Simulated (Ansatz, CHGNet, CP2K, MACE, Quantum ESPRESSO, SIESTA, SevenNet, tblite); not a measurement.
**MgF2(100) slab (72 atoms) in Quantum ESPRESSO**

Aim: run MgF2(100) slab (72 atoms) in Quantum ESPRESSO and see how near its forces come to a plane-wave reference, and at what cost.

Method: the method is named at each step, in Quantum ESPRESSO 7.5.

## (1) The starting structure

The cell holds 72 atoms: 24 Mg and 48 F. Its edges and angles: a = 9.156 Å, b = 9.242 Å, c = 18.752 Å, α = 90.0°, β = 90.0°, γ = 90.0°. It derives from MgF2 (rutile). Rutile MgF2 (cell 4.621, 4.621, 3.052, 90, 90, 90), (100) slab of 2 repeat layers, 3 x 2 surface cells, 10 Å of vacuum; atoms within 2.77 Å of the bottom held; every coordinate displaced by a Gaussian of 0.07 Å. Then every atom was moved at random, 0.05 Å r.m.s. a Cartesian component. Vacuum lies along c.

The yardstick, on the same geometry:

| Quantity | Value |
| --- | --- |
| method | Kohn-Sham DFT, PBE, PAW, plane waves (Ansatz 0.2.0); cutoff 420 eV, Γ point, fermi-dirac smearing of 0.05 eV; PAW set soft_2 |
| r.m.s. force component | 1.415 eV/Å |
| longest force | 7.006 eV/Å |
| gap (highest filled to lowest empty level) | 4.307 eV |
| SCF cycles | 8 |
| time | 8.1 s on 8 threads of Arm Neoverse V2, shared host |
| CPU time | 58 s |

## (2) PBE, sssp-1.3.0-efficiency, 60/480 Ry

Method: Kohn-Sham DFT, PBE, SSSP efficiency 1.3.0 pseudopotentials, plane waves.

Input file pw.in:

```
&control
  calculation = 'scf'
  pseudo_dir = './pseudo'
  outdir = './tmp'
  disk_io = 'none'
  tprnfor = .true.
/
&system
  ibrav = 0
  nat = 72
  ntyp = 2
  ecutwfc = 60
  ecutrho = 480
  nosym = .true.
  occupations = 'smearing'
  smearing = 'fd'
  degauss = 0.003675
/
&electrons
  conv_thr = 3.6e-07
  electron_maxstep = 100
  mixing_beta = 0.4
  mixing_mode = 'local-TF'
  diagonalization = 'david'
/
ATOMIC_SPECIES
Mg 24.305 Mg.upf
F 18.998 F.upf
CELL_PARAMETERS angstrom
9.15600 0.00000 0.00000
0.00000 9.24200 0.00000
0.00000 0.00000 18.75217
ATOMIC_POSITIONS crystal
Mg 0.00838 0.49837 0.31221
Mg 0.17646 0.26162 0.43498
F 0.00612 0.34844 0.38659
F 0.00819 0.15125 0.47491
F 0.16934 0.09071 0.35929
F 0.16111 0.39410 0.26860
Mg 0.00799 0.48905 0.55279
Mg 0.16619 0.24826 0.68335
F 0.00664 0.34762 0.63584
F 0.99762 0.15003 0.73017
F 0.17061 0.09669 0.60590
F 0.16565 0.42197 0.51775
Mg 0.32996 0.50200 0.31590
Mg 0.50488 0.25300 0.43225
F 0.33098 0.34874 0.39058
F 0.33711 0.15360 0.48454
F 0.51207 0.10226 0.36180
F 0.50496 0.40845 0.27652
Mg 0.34743 0.50931 0.56737
Mg 0.51912 0.26146 0.67974
F 0.33247 0.35563 0.63182
F 0.33491 0.15121 0.73089
F 0.49220 0.11412 0.61498
F 0.49912 0.40333 0.51649
Mg 0.64654 0.50614 0.31781
Mg 0.83089 0.24672 0.44772
F 0.66542 0.34793 0.38410
F 0.67227 0.14371 0.49209
F 0.84768 0.10206 0.37063
F 0.82639 0.40394 0.25845
Mg 0.67217 0.49530 0.56394
Mg 0.82573 0.25079 0.68856
F 0.66445 0.34303 0.63051
F 0.66452 0.14924 0.72779
F 0.83163 0.10018 0.61043
F 0.82038 0.40087 0.51394
Mg 0.99961 0.98328 0.32053
Mg 0.16167 0.76081 0.44251
F 0.99793 0.84887 0.39653
F 0.99954 0.64745 0.48247
F 0.16415 0.60348 0.36463
F 0.16721 0.90186 0.26609
Mg 0.99178 0.99564 0.56387
Mg 0.16406 0.73897 0.68437
F 0.00434 0.81954 0.64064
F 0.99914 0.65370 0.73604
F 0.17299 0.58271 0.60540
F 0.13808 0.89320 0.51366
Mg 0.33249 0.00737 0.31896
Mg 0.48635 0.74270 0.43780
F 0.33852 0.84131 0.39746
F 0.33880 0.65714 0.48158
F 0.50150 0.58798 0.36119
F 0.49971 0.91110 0.26541
Mg 0.32923 0.98182 0.56356
Mg 0.51482 0.74400 0.68948
[... 12 atom lines left out ...]
F 0.67489 0.86042 0.64236
F 0.67058 0.65970 0.72661
F 0.81269 0.58665 0.60079
F 0.83409 0.90340 0.51752
K_POINTS gamma
```

Run with:

```sh
> OMP_NUM_THREADS=1 mpirun -np 4 pw.x -in pw.in > output.txt
```

What it wrote:

```text
Program PWSCF
     gamma-point specific algorithms are used
     one sub-group per band group will be used
     scalapack distributed-memory algorithm (size of sub-group:  2*  2 procs)
     Parallelization info
     sticks:   dense  smooth     PW     G-vecs:    dense   smooth      PW
     Min        2882    1443    361               475461   168100   21026
     Max        2884    1444    364               475472   168101   21031
     Sum       11533    5775   1449              1901871   672401   84111
     bravais-lattice index     =            0
     lattice parameter (alat)  =      17.3023  a.u.
     unit-cell volume          =   10708.2840 (a.u.)^3
     number of atoms/cell      =           72
     number of atomic types    =            2
     number of electrons       =       384.00
     number of Kohn-Sham states=          230
     kinetic-energy cutoff     =      60.0000  Ry
     charge density cutoff     =     480.0000  Ry
     scf convergence threshold =      3.6E-07
     mixing beta               =       0.4000
     number of iterations used =            8  local-TF  mixing
     Exchange-correlation=  SLA  PW   PBX  PBC
                           (   1   4   3   4   0   0   0)
     crystal axes: (cart. coord. in units of alat)
               a(1) = (   1.000000   0.000000   0.000000 )
               a(2) = (   0.000000   1.009393   0.000000 )
               a(3) = (   0.000000   0.000000   2.048074 )
     reciprocal axes: (cart. coord. in units 2 pi/alat)
               b(1) = (  1.000000  0.000000  0.000000 )
               b(2) = (  0.000000  0.990695  0.000000 )
               b(3) = (  0.000000  0.000000  0.488263 )
     PseudoPot. # 1 for Mg:
     Pseudo is Projector augmented-wave + core cor, Zval =  2.0
     PseudoPot. # 2 for F :
     Pseudo is Ultrasoft, Zval =  7.0
     atomic species   valence    mass     pseudopotential
     Mg                2.00    24.30500     Mg( 1.00)
     F                 7.00    18.99800     F ( 1.00)
     No symmetry found
   Cartesian axes
     number of k points=     1  Fermi-Dirac smearing, width (Ry)=  0.0037
                       cart. coord. in units 2pi/alat
        k(    1) = (   0.0000000   0.0000000   0.0000000), wk =   2.0000000
     Dense  grid:   950936 G-vectors     FFT dimensions: ( 125, 125, 250)
     Smooth grid:   336201 G-vectors     FFT dimensions: (  90,  90, 180)
     Initial potential from superposition of free atoms
     starting charge     383.9778, renormalised to     384.0000
     negative rho (up, down):  4.759E-04 0.000E+00
     Starting wfcs are  288 randomized atomic wfcs
     Self-consistent Calculation
     iteration #  1     ecut=    60.00 Ry     beta= 0.40
     negative rho (up, down):  3.792E-07 0.000E+00
     total energy              =   -3150.32109641 Ry
     estimated scf accuracy    <      10.07516508 Ry
     iteration #  2     ecut=    60.00 Ry     beta= 0.40
     total energy              =   -3149.85296127 Ry
     estimated scf accuracy    <       2.91559008 Ry
     iteration #  3     ecut=    60.00 Ry     beta= 0.40
     negative rho (up, down):  3.209E-05 0.000E+00
     total energy              =   -3150.24033617 Ry
     estimated scf accuracy    <       0.33195219 Ry
     iteration #  4     ecut=    60.00 Ry     beta= 0.40
     negative rho (up, down):  5.457E-03 0.000E+00
     total energy              =   -3150.23992201 Ry
     estimated scf accuracy    <       0.06717059 Ry
     iteration #  5     ecut=    60.00 Ry     beta= 0.40
     negative rho (up, down):  1.748E-03 0.000E+00
     total energy              =   -3150.25534204 Ry
     estimated scf accuracy    <       0.03050903 Ry
     iteration #  6     ecut=    60.00 Ry     beta= 0.40
     negative rho (up, down):  2.485E-04 0.000E+00
     total energy              =   -3150.25330991 Ry
     estimated scf accuracy    <       0.01615123 Ry
[...]
total energy              =   -3150.24971181 Ry
[...]
iteration # 21     ecut=    60.00 Ry     beta= 0.40
[...]
total energy              =   -3150.24971212 Ry
     estimated scf accuracy    <       0.00000151 Ry
     iteration # 22     ecut=    60.00 Ry     beta= 0.40
     negative rho (up, down):  1.890E-03 0.000E+00
     total energy              =   -3150.24971246 Ry
     estimated scf accuracy    <       0.00000104 Ry
     iteration # 23     ecut=    60.00 Ry     beta= 0.40
     negative rho (up, down):  1.830E-03 0.000E+00
     End of self-consistent calculation
          k = 0.0000 0.0000 0.0000 ( 42056 PWs)   bands (ev):
   -25.7075 -25.5572 -25.4446 -25.1995 -25.1120 -25.0608 -24.9587 -24.8860
   -24.8270 -24.7994 -24.7677 -24.7389 -24.6916 -24.6174 -24.4672 -24.4397
   -24.3906 -24.3434 -24.2559 -24.1926 -24.1673 -24.0649 -24.0544 -24.0489
   -23.9891 -23.9843 -23.9239 -23.9203 -23.9024 -23.8708 -23.8269 -23.7862
   -23.5542 -23.4620 -23.4373 -23.3958 -23.3303 -23.1973 -23.0774 -23.0549
   -22.9935 -22.9429 -22.7557 -22.6944 -22.3036 -22.0921 -21.8816 -21.0929
[...]
4.6290   4.7431   4.8006   5.0628   5.2077   5.2536   5.3223   5.4883
     5.7697   5.9355   6.0165   6.0697   6.1016   6.5452   6.6820   6.7520
     6.8139   6.8187   6.8835   6.9521   6.9866   7.0628   7.1180   7.2061
     7.2325   7.2999   7.4213   7.6550   7.7111   7.7696
     the Fermi energy is    -0.3496 ev
!    total energy              =   -3150.24971247 Ry
     estimated scf accuracy    <       0.00000029 Ry
     smearing contrib. (-TS)   =       0.00000000 Ry
     internal energy E=F+TS    =   -3150.24971247 Ry
     The total energy is F=E-TS. E is the sum of the following terms:
     one-electron contribution =  -10291.74531555 Ry
     hartree contribution      =    5314.90736620 Ry
     xc contribution           =    -495.06720340 Ry
     ewald contribution        =    3072.47511485 Ry
     one-center paw contrib.   =    -750.81967457 Ry
     convergence has been achieved in  23 iterations
     negative rho (up, down):  1.830E-03 0.000E+00
     Forces acting on atoms (cartesian axes, Ry/au):
     atom    1 type  1   force =    -0.07201833   -0.04847213   -0.00627702
     atom    2 type  1   force =    -0.05427657   -0.02971508    0.02969387
     atom    3 type  2   force =    -0.00828293    0.01167820    0.02108588
     atom    4 type  2   force =     0.01130248   -0.01391170    0.06568346
     atom    5 type  2   force =    -0.00789816    0.04480936    0.02426675
     atom    6 type  2   force =     0.04101619    0.03786750   -0.00485820
[...]
atom   70 type  2   force =     0.05499702   -0.01816292    0.04522472
     atom   71 type  2   force =     0.14522046    0.09418487    0.10376944
     atom   72 type  2   force =     0.01591211   -0.03828145   -0.02562721
     Total force =     0.806434     Total SCF correction =     0.001697
     Message from routine punch:
     Nothing written, as per user request (disk_io='none')
```

Run time: 3.1 min. Hardware: 4 MPI ranks of Arm Neoverse V2, shared host; peak memory 3.7 GiB.

Banners, paths, timers and routine set-up lines are dropped from the logs unmarked, and long logs keep their key lines alone; longer cuts are marked.

Against the reference:

- r.m.s. force component: 1.411 eV/Å
- r.m.s. difference of force components: 23.34 meV/Å
- longest difference of force vectors: 195 meV/Å
- force difference over r.m.s. force: 1.65 %
- slope of forces against the reference's: 0.997
- correlation of force components: 0.9999
- gap (highest filled to lowest empty level): 4.296 eV
- gap difference: -0.0104 eV

Length of the force difference by element (eV/Å):

| element | atoms | mean | most |
| --- | --- | --- | --- |
| F | 48 | 0.025 | 0.16 |
| Mg | 24 | 0.036 | 0.20 |

Levels nearest the highest filled one (eV from it): -1.36, -1.30, -1.25, -1.24, -1.12, -1.08, -1.05, -0.94, -0.58, -0.55, -0.33, 0.00, 4.30, 4.99, 5.57, 6.22, 6.31, 6.42, 6.53, 6.88, 6.98, 7.10, 7.15, 7.42.

Local excerpt of 13 atoms (numbers count through the whole input) about F57, which bears the longest force among the free atoms; x, y, z are measured from there.

| atom | x | y | z | distance (Å) | bonds | Fx | Fy | Fz (eV/Å) |
| --- | --- | --- | --- | --- | --- | --- | --- | --- |
| F57 | 0.00 | 0.00 | 0.00 | 0.00 | 3 | 0.03 | -4.64 | 5.03 |
| Mg55 | -0.04 | 1.11 | -1.20 | 1.63 | 6 | 0.36 | 4.82 | -3.96 |
| Mg44 | -1.55 | -1.14 | 1.07 | 2.20 | 5 | 1.61 | -1.81 | 0.50 |
| Mg56 | 1.66 | -1.09 | 1.16 | 2.30 | 5 | -2.32 | -0.11 | -1.07 |
| F11 | -1.49 | 2.17 | -0.40 | 2.66 | 3 | -0.80 | -0.13 | 0.04 |
| F60 | 1.50 | 0.35 | -2.18 | 2.67 | 3 | 0.23 | 0.12 | 0.55 |
| F23 | 1.45 | 2.33 | -0.23 | 2.75 | 3 | 0.28 | -1.75 | -1.58 |
| F48 | -1.79 | 0.29 | -2.13 | 2.80 | 3 | 1.18 | 0.63 | 0.95 |
| F59 | 1.52 | -2.42 | -0.46 | 2.90 | 3 | 1.58 | 1.80 | 2.05 |
| F58 | -0.04 | -1.98 | 2.12 | 2.90 | 2 | 0.46 | 1.40 | -1.16 |
| F47 | -1.47 | -2.58 | -0.41 | 3.00 | 3 | -0.61 | 2.11 | 1.73 |
| F45 | -3.02 | -0.39 | 0.25 | 3.05 | 3 | 0.32 | 2.53 | -1.80 |
| F69 | 3.12 | -0.02 | 0.28 | 3.14 | 3 | -0.12 | -0.13 | 0.58 |

Forces lie 1.6 % from the reference's, at 13 times its CPU time (on 4 against 8 cores).

## (3) PBE, gbrv-1.5, 40/200 Ry

Method: Kohn-Sham DFT, PBE, GBRV 1.5 ultrasoft pseudopotentials, plane waves.

The pseudopotential files are exchanged too: ./pseudo now holds the set gbrv-pbe-1.5.

pw.in, as its differences from that of step 2:

```diff
@@ -11,4 +11,4 @@
   ntyp = 2
-  ecutwfc = 60
-  ecutrho = 480
+  ecutwfc = 40
+  ecutrho = 200
   nosym = .true.
```

What it wrote:

```text
[banner, memory and clock lines left out]
Program PWSCF
     gamma-point specific algorithms are used
     one sub-group per band group will be used
     bravais-lattice index     =            0
[... lines left out ...]
     number of electrons       =       576.00
[... lines left out ...]
     scf convergence threshold =      3.6E-07
[... lines left out ...]
     number of k points=     1  Fermi-Dirac smearing, width (Ry)=  0.0037
[... lines left out ...]
     total energy              =   -5351.77949614 Ry
[... lines left out ...]
     total energy              =   -5350.96907374 Ry
[... lines left out ...]
     total energy              =   -5351.11111527 Ry
[... lines left out ...]
     total energy              =   -5351.13882338 Ry
[... lines left out ...]
     total energy              =   -5351.13882317 Ry
[... lines left out ...]
   -74.2376 -74.2295 -74.2060 -74.1728 -74.1717 -73.9483 -73.8899 -73.6739
[...]
8.6929   8.7610   8.8132   8.9222   8.9599   8.9696   9.0421   9.0614
     9.1625   9.2001   9.2228   9.2471   9.3405   9.3728   9.3981   9.4720
     9.4897   9.6075
     the Fermi energy is     0.6686 ev
!    total energy              =   -5351.13882313 Ry
     estimated scf accuracy    <       0.00000013 Ry
     smearing contrib. (-TS)   =       0.00000000 Ry
     internal energy E=F+TS    =   -5351.13882313 Ry
     The total energy is F=E-TS. E is the sum of the following terms:
     one-electron contribution =  -24423.75900382 Ry
     hartree contribution      =   12287.07255403 Ry
     xc contribution           =    -861.93880797 Ry
     ewald contribution        =    7647.48643463 Ry
     convergence has been achieved in  24 iterations
     Forces acting on atoms (cartesian axes, Ry/au):
     atom    1 type  1   force =    -0.07261167   -0.04763850   -0.00791667
     atom    2 type  1   force =    -0.05429674   -0.03007862    0.02988361
     atom    3 type  2   force =    -0.00833077    0.01175969    0.02079621
[...]
atom   71 type  2   force =     0.14628870    0.09565246    0.10488199
     atom   72 type  2   force =     0.01608994   -0.03821917   -0.02583865
     Total force =     0.812326     Total SCF correction =     0.002037
     Message from routine punch:
     Nothing written, as per user request (disk_io='none')
```

Wall time 2.5 min (4 MPI ranks); peak memory 1.9 GiB.

Numbers from this run, and their distance from the reference:

| Quantity | Value |
| --- | --- |
| r.m.s. force component | 1.421 eV/Å |
| r.m.s. difference of force components | 9.276 meV/Å |
| longest difference of force vectors | 38.86 meV/Å |
| force difference over r.m.s. force | 0.6557 % |
| slope of forces against the reference's | 1.004 |
| correlation of force components | 1 |
| gap (highest filled to lowest empty level) | 4.291 eV |
| gap difference | -0.0155 eV |

Against the first run (1.6 %), the force difference from the reference is 0.66 %, at 0.80 times the CPU time.

## (4) All runs compared

Differences are against the plane-wave reference, forces as r.m.s. over components; share is that over the reference's r.m.s. force, slope the least-squares factor from reference forces to these. Total energies of different programs have different zeros and aren't compared.

| run | Δ force, r.m.s. (meV/Å) | share (%) | slope | Δ gap (eV) | cores | CPU time | memory (GiB) |
| --- | --- | --- | --- | --- | --- | --- | --- |
| reference | - | - | - | - | 8 | 58 s | 1.8 |
| QE PBE, sssp-1.3.0-efficiency, 60/480 Ry | 23.3 | 1.65 | 0.997 | -0.0104 | 4 | 12 min | 3.7 |
| QE PBE, gbrv-1.5, 40/200 Ry | 9.28 | 0.656 | 1.004 | -0.0155 | 4 | 10 min | 1.9 |

CPU time is summed over cores on a shared host, where runs went side by side, so it is rough. Symmetry, cutoffs, thresholds, outputs and thread counts weren't matched or tuned between programs; memory under MPI is the largest rank's times the ranks.

## (5) What came out

| Quantity | Value |
| --- | --- |
| nearest in forces | QE PBE, gbrv-1.5, 40/200 Ry, 0.66 % |
| its CPU time | 10 min |

In words: PBE on plane waves or a grid with other potentials, cutoffs or grids differs from the reference by 0.66 % (QE PBE, gbrv-1.5, 40/200 Ry) to 1.6 % (QE PBE, sssp-1.3.0-efficiency, 60/480 Ry) of the r.m.s. force; this holds the reference's own error, so differences of a few per cent don't tell which side is nearer the exact PBE result (QE's 60 Ry are 816 eV, against the reference's 420 eV). None of the electronic-structure runs in the table takes under half the reference's CPU time of 58 s; they take 10 to 13 times as much. At the same functional, gaps differ from the reference's 4.31 eV by between -0.02 and -0.01 eV. These are spacings on the run's k-points, which needn't hold the band edges. The potentials hold different valence shells: 576 electrons in the reference, 384 in Quantum ESPRESSO with SSSP; this bears on time and differences. The electronic-structure runs sample only Γ, in a cell whose shortest periodic width is 9 Å.

[Also dropped from logs without a mark: logging warnings of Python, and SIESTA's first energy breakdown and zero terms.]

[Logs are printed without paths, hosts, clocks, repeated set-up lines and the standing remarks that a program may print on its own settings, such as how far it seeks lower states.]

[Hosts, paths, dates, database ids (printed as entryN), source tags and the programs' standing remarks are cut or masked in the printed files.]
